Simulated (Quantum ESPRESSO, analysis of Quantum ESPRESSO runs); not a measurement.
**Interstitial H in fcc Al, hop from a tetrahedral to the next octahedral site: migration barrier against experiment (Quantum ESPRESSO)**

How near does this set-up come to the measured migration barrier? Subject: interstitial H in fcc Al, hop from a tetrahedral to the next octahedral site. Set-up: PBE, JTH 2.0 PBE, 32-site cell, PBE lattice, k: 3x3x3. The model is a cell of 32 host atoms with 1 H put in. The barrier is the energy of the highest image of a climbing band over the relaxed site that the atom leaves. Other potentials or another program check that the number doesn't hang on one set of files.

**The experiment.** Migration barrier: 0.452 eV, by diffusion measurements (T > 250 K); average of cited values (quoted in “Explainable Machine Learning for Hydrogen Diffusion in Metals and Random Binary Alloys”, 2023, G. M. Lu et al., quoting earlier work (1981)).

Method: Quantum ESPRESSO plane-wave DFT, PBE, JTH 2.0 PBE potentials; relaxation of all atoms of a defect supercell, in Quantum ESPRESSO 7.5.

Most raw output is cut from this account.

### 1. Starting point

The cell holds 33 atoms: 32 Al and 1 H. Cell: a = 8.076 Å, b = 8.076 Å, c = 8.076 Å, α = 90.0°, β = 90.0°, γ = 90.0°. It derives from Al (space group Fm-3m). Nearest the centre at fractional (0.375, 0.375, 0.375): H33 at 0.00 Å, Al11 at 1.75 Å, Al29 at 1.75 Å, Al18 at 1.75 Å, Al8 at 1.75 Å, Al25 at 3.35 Å, Al15 at 3.35 Å, Al22 at 3.35 Å.

The host's primitive cell comes from a first run (Quantum ESPRESSO plane-wave DFT, PBE, JTH 2.0 PBE potentials; relaxation of cell and atoms of a defect-free cell): vectors of 2.855, 2.855 and 2.855 Å. That is 16.46 Å³ an atom, 0.9 % under the diffraction cell's volume. The supercell is built on it.

### 2. Relaxation, charge 0

A barrier counts from a true minimum, so both ends of the jump are relaxed first.

File pw.in:

```
&CONTROL
  calculation = 'relax'
  prefix = 'pwscf'
  outdir = './tmp'
  pseudo_dir = './pseudo'
  tprnfor = .true.
  disk_io = 'low'
  nstep = 70
  forc_conv_thr = 0.00078
  etot_conv_thr = 0.0001
/
&SYSTEM
  ibrav = 0
  nat = 33
  ntyp = 2
  ecutwfc = 40
  ecutrho = 240
  nbnd = 63
  occupations = 'smearing'
  smearing = 'mv'
  degauss = 0.00734986
/
&ELECTRONS
  conv_thr = 3d-08
  electron_maxstep = 100
  mixing_beta = 0.5
/
&IONS
  ion_dynamics = 'bfgs'
/
ATOMIC_SPECIES
Al    26.9815 Al.GGA_PBE-JTH.UPF
H      1.0080 H.GGA_PBE-JTH.UPF
CELL_PARAMETERS angstrom
   8.0759792175    0.0000000000    0.0000000000
   0.0000000000    8.0759792175    0.0000000000
   0.0000000000    0.0000000000    8.0759792175
ATOMIC_POSITIONS crystal
Al     0.0000000000    0.0000000000    0.0000000000
Al     0.0000000000    0.2500000000    0.2500000000
Al     0.2500000000    0.0000000000    0.2500000000
Al     0.2500000000    0.2500000000    0.0000000000
Al     0.0000000000    0.0000000000    0.5000000000
Al     0.0000000000    0.2500000000    0.7500000000
Al     0.2500000000    0.0000000000    0.7500000000
Al     0.2500000000    0.2500000000    0.5000000000
[... 21 atom lines left out ...]
Al     0.5000000000    0.7500000000    0.7500000000
Al     0.7500000000    0.5000000000    0.7500000000
Al     0.7500000000    0.7500000000    0.5000000000
H      0.3750000000    0.3750000000    0.3750000000
K_POINTS automatic
3 3 3 0 0 0
```

On the command line:

```
$ OMP_NUM_THREADS=1 mpirun -n 4 pw.x -nk 4 -in pw.in > pw.out
```

Elapsed: 3.2 min, on 4 MPI ranks of Intel Xeon Platinum 8488C (Sapphire Rapids), shared host; peak memory 1.2 GiB; 13 min of CPU time.

Relaxation path:

```tsv
step	energy less that of the first step (eV)
0	0.0000
1	-0.1197
2	-0.2129
3	-0.2870
4	-0.3000
5	-0.3033
6	-0.3068
7	-0.3079
8	-0.3082
```

The atoms that moved most (Å):

```tsv
atom	dx	dy	dz	length
Al8	-0.073	-0.073	0.073	0.127
Al11	-0.073	0.073	-0.073	0.127
Al29	0.073	0.073	0.073	0.127
Al18	0.073	-0.073	-0.073	0.127
Al30	0.002	0.017	0.017	0.025
Al32	0.017	0.017	0.002	0.025
Al31	0.017	0.002	0.017	0.025
Al7	-0.002	-0.017	0.017	0.025
```

Final coordinates:

```
CELL_PARAMETERS angstrom
8.07598 0.00000 0.00000
0.00000 8.07598 0.00000
0.00000 0.00000 8.07598
ATOMIC_POSITIONS crystal
Al 0.00030 0.00030 0.00030
Al 0.00078 0.25031 0.25031
Al 0.25031 0.00078 0.25031
Al 0.25031 0.25031 0.00078
Al 0.99786 0.99786 0.50023
Al 0.99786 0.24977 0.75214
Al 0.24977 0.99786 0.75214
Al 0.24093 0.24093 0.50907
Al 0.99786 0.50023 0.99786
Al 0.99786 0.75214 0.24977
Al 0.24093 0.50907 0.24093
Al 0.24977 0.75214 0.99786
Al 0.00078 0.49969 0.49969
Al 0.00030 0.74970 0.74970
Al 0.25031 0.49969 0.74922
Al 0.25031 0.74922 0.49969
Al 0.50023 0.99786 0.99786
Al 0.50907 0.24093 0.24093
Al 0.75214 0.99786 0.24977
Al 0.75214 0.24977 0.99786
Al 0.49969 0.00078 0.49969
Al 0.49969 0.25031 0.74922
Al 0.74970 0.00030 0.74970
Al 0.74922 0.25031 0.49969
Al 0.49969 0.49969 0.00078
Al 0.49969 0.74922 0.25031
Al 0.74922 0.49969 0.25031
Al 0.74970 0.74970 0.00030
Al 0.50907 0.50907 0.50907
Al 0.50023 0.75214 0.75214
Al 0.75214 0.50023 0.75214
Al 0.75214 0.75214 0.50023
H 0.37500 0.37500 0.37500
```

Neighbours of H33 at the end:

```tsv
atom	distance (Å)
Al8	1.875
Al29	1.875
Al11	1.875
Al18	1.875
Al24	3.341
Al16	3.341
Al26	3.341
Al27	3.341
Al22	3.341
Al25	3.341
Al21	3.341
Al15	3.341
Al13	3.341
Al4	3.341
Al2	3.341
Al3	3.341
```

From the first step to the last the energy fell by 0.308 eV, and the largest move was 0.13 Å (Al8 and 3 other atoms alike).

### 3. Relaxation, charge 0

The other end of the jump is relaxed alike.

File pw.in:

```
&CONTROL
  calculation = 'relax'
  prefix = 'pwscf'
  outdir = './tmp'
  pseudo_dir = './pseudo'
  tprnfor = .true.
  disk_io = 'low'
  nstep = 70
  forc_conv_thr = 0.00078
  etot_conv_thr = 0.0001
/
&SYSTEM
  ibrav = 0
  nat = 33
  ntyp = 2
  ecutwfc = 40
  ecutrho = 240
  nbnd = 63
  occupations = 'smearing'
  smearing = 'mv'
  degauss = 0.00734986
/
&ELECTRONS
  conv_thr = 3d-08
  electron_maxstep = 100
  mixing_beta = 0.5
/
&IONS
  ion_dynamics = 'bfgs'
/
ATOMIC_SPECIES
Al    26.9815 Al.GGA_PBE-JTH.UPF
H      1.0080 H.GGA_PBE-JTH.UPF
CELL_PARAMETERS angstrom
   8.0759792175    0.0000000000    0.0000000000
   0.0000000000    8.0759792175    0.0000000000
   0.0000000000    0.0000000000    8.0759792175
ATOMIC_POSITIONS crystal
Al     0.0000000000    0.0000000000    0.0000000000
Al     0.0000000000    0.2500000000    0.2500000000
Al     0.2500000000    0.0000000000    0.2500000000
Al     0.2500000000    0.2500000000    0.0000000000
[... 3 atom lines left out ...]
Al     0.2500000000    0.2500000000    0.5000000000
[... 2 atom lines left out ...]
Al     0.2500000000    0.5000000000    0.2500000000
[... 3 atom lines left out ...]
Al     0.2500000000    0.5000000000    0.7500000000
[... 2 atom lines left out ...]
Al     0.5000000000    0.2500000000    0.2500000000
[... 2 atom lines left out ...]
Al     0.5000000000    0.0000000000    0.5000000000
Al     0.5000000000    0.2500000000    0.7500000000
[... 2 atom lines left out ...]
Al     0.5000000000    0.5000000000    0.0000000000
[... 1 atom line left out ...]
Al     0.7500000000    0.5000000000    0.2500000000
[... 1 atom line left out ...]
Al     0.5000000000    0.5000000000    0.5000000000
[... 3 atom lines left out ...]
H      0.2500000000    0.2500000000    0.2500000000
K_POINTS automatic
3 3 3 0 0 0
```

Elapsed: 2.6 min, on 4 MPI ranks; peak memory 1.2 GiB.

Relaxation path:

```tsv
step	energy less that of the first step (eV)
0	0.0000
1	-0.0159
2	-0.0299
3	-0.0440
4	-0.0514
5	-0.0519
6	-0.0526
7	-0.0530
```

The atoms that moved most (Å):

```tsv
atom	dx	dy	dz	length
Al8	0.000	0.000	0.048	0.048
Al11	0.000	0.048	0.000	0.048
Al18	0.048	0.000	0.000	0.048
Al4	0.000	0.000	-0.048	0.048
Al3	0.000	-0.048	0.000	0.048
Al2	-0.048	0.000	0.000	0.048
Al15	0.000	0.011	0.000	0.011
Al16	0.000	0.000	0.011	0.011
```

Neighbours of H33 at the end:

```tsv
atom	distance (Å)
Al2	2.067
Al4	2.067
Al3	2.067
Al11	2.067
Al18	2.067
Al8	2.067
Al9	3.493
Al13	3.493
Al21	3.493
Al17	3.493
Al29	3.493
Al25	3.493
Al5	3.493
Al1	3.493
```

From the first step to the last the energy fell by 0.053 eV, and the largest move was 0.048 Å (Al8 and 5 other atoms alike).

### 4. Nudged elastic band

A band of images joins the two ends; its highest image climbs to the saddle, whose energy over the site left is the barrier.

This step: Quantum ESPRESSO plane-wave DFT, PBE, JTH 2.0 PBE potentials; nudged elastic band between two relaxed defect structures.

File neb.in:

```
BEGIN
BEGIN_PATH_INPUT
&PATH
  restart_mode = 'from_scratch'
  string_method = 'neb'
  nstep_path = 45
  ds = 1.5
  opt_scheme = 'broyden'
  num_of_images = 5
  k_max = 0.3
  k_min = 0.2
  CI_scheme = 'auto'
  path_thr = 0.05
/
END_PATH_INPUT
BEGIN_ENGINE_INPUT
&CONTROL
  prefix = 'pwscf'
  outdir = './tmp'
  pseudo_dir = './pseudo'
  disk_io = 'low'
/
&SYSTEM
  ibrav = 0
  nat = 33
  ntyp = 2
  ecutwfc = 40
  ecutrho = 240
  nbnd = 63
  occupations = 'smearing'
  smearing = 'mv'
  degauss = 0.00734986
/
&ELECTRONS
  conv_thr = 3d-08
  electron_maxstep = 100
  mixing_beta = 0.5
/
ATOMIC_SPECIES
Al    26.9815 Al.GGA_PBE-JTH.UPF
H      1.0080 H.GGA_PBE-JTH.UPF
CELL_PARAMETERS angstrom
   8.0759792175    0.0000000000    0.0000000000
   0.0000000000    8.0759792175    0.0000000000
   0.0000000000    0.0000000000    8.0759792175
BEGIN_POSITIONS
FIRST_IMAGE
ATOMIC_POSITIONS crystal
Al     0.0003019112    0.0003019112    0.0003019112
Al     0.0007780229    0.2503137381    0.2503137381
Al     0.2503137381    0.0007780229    0.2503137381
Al     0.2503137381    0.2503137381    0.0007780229
Al    -0.0021427398   -0.0021427398    0.5002274891
Al    -0.0021427398    0.2497725109    0.7521427398
Al     0.2497725109   -0.0021427398    0.7521427398
Al     0.2409255224    0.2409255224    0.5090744776
Al    -0.0021427398    0.5002274891   -0.0021427398
Al    -0.0021427398    0.7521427398    0.2497725109
Al     0.2409255224    0.5090744776    0.2409255224
Al     0.2497725109    0.7521427398   -0.0021427398
Al     0.0007780229    0.4996862619    0.4996862619
Al     0.0003019112    0.7496980888    0.7496980888
Al     0.2503137381    0.4996862619    0.7492219771
Al     0.2503137381    0.7492219771    0.4996862619
Al     0.5002274891   -0.0021427398   -0.0021427398
Al     0.5090744776    0.2409255224    0.2409255224
Al     0.7521427398   -0.0021427398    0.2497725109
Al     0.7521427398    0.2497725109   -0.0021427398
Al     0.4996862619    0.0007780229    0.4996862619
Al     0.4996862619    0.2503137381    0.7492219771
Al     0.7496980888    0.0003019112    0.7496980888
Al     0.7492219771    0.2503137381    0.4996862619
Al     0.4996862619    0.4996862619    0.0007780229
Al     0.4996862619    0.7492219771    0.2503137381
Al     0.7492219771    0.4996862619    0.2503137381
Al     0.7496980888    0.7496980888    0.0003019112
Al     0.5090744776    0.5090744776    0.5090744776
Al     0.5002274891    0.7521427398    0.7521427398
Al     0.7521427398    0.5002274891    0.7521427398
Al     0.7521427398    0.7521427398    0.5002274891
H      0.3750000000    0.3750000000    0.3750000000
LAST_IMAGE
ATOMIC_POSITIONS crystal
Al     0.0004244359    0.0004244359    0.0004244359
Al    -0.0058747378    0.2501273576    0.2501273576
[... 5 atom lines left out ...]
Al     0.2501273576    0.2501273576    0.5061294531
[... 2 atom lines left out ...]
Al     0.2501273576    0.5061294531    0.2501273576
[... 3 atom lines left out ...]
Al     0.2501273576    0.5014432970    0.7501273576
Al     0.2501273576    0.7501273576    0.5014432970
[... 1 atom line left out ...]
Al     0.5061294531    0.2501273576    0.2501273576
[... 3 atom lines left out ...]
Al     0.5014432970    0.2501273576    0.7501273576
[... 1 atom line left out ...]
Al     0.7501273576    0.2501273576    0.5014432970
Al     0.4998302794    0.4998302794    0.0004244359
Al     0.5014432970    0.7501273576    0.2501273576
Al     0.7501273576    0.5014432970    0.2501273576
[... 1 atom line left out ...]
Al     0.4998302794    0.4998302794    0.4998302794
[... 3 atom lines left out ...]
H      0.2501273576    0.2501273576    0.2501273576
END_POSITIONS
K_POINTS automatic
3 3 3 0 0 0
END_ENGINE_INPUT
END
```

On the command line:

```
$ OMP_NUM_THREADS=1 mpirun -n 4 neb.x -ni 2 -inp neb.in > neb.out
```

It took 12 min on 4 MPI ranks; peak memory 1.1 GiB.

Images along the path:

```tsv
image	path (Å)	energy (eV)	H33: x, y, z (Å)
0	0.000	0.0000	3.028, 3.028, 3.028
1	0.488	0.1159	2.753, 2.753, 2.753
2	0.890	0.1788	2.524, 2.524, 2.524
3	1.318	0.1301	2.285, 2.285, 2.285
4	1.787	0.0872	2.020, 2.020, 2.020
```

Read from the output:

```
barrier forward : 0.1788 eV
```

### 5. Summary of results

```json
{
 "migration barrier (saddle less minimum)": "0.18 eV",
 "energy difference of the two ends": "0.09 eV",
 "length of the hop": "1.75 Å"
}
```

What this shows: Migration barrier: computed 0.18 eV, measured 0.452 eV; 0.27 eV below the measurement. The measured number is an Arrhenius activation energy of long-range diffusion; for H it holds zero-point energy, and trapping at vacancies and dislocations can raise it. One hop between neighbouring sites is computed at the host's lattice. Limits: the periodic copies of the defect are only 8.1 Å apart.

[Logs are printed without paths, hosts, clocks, repeated set-up lines and the standing remarks that a program may print on its own settings, such as how far it seeks lower states.]

[Hosts, paths, dates, database ids (printed as entryN), source tags and the programs' standing remarks are cut or masked in the printed files.]

[For some hosts the program warned that the k-mesh of the response run may be too coarse for force constants and the static dielectric constant; such warnings are not shown here.]
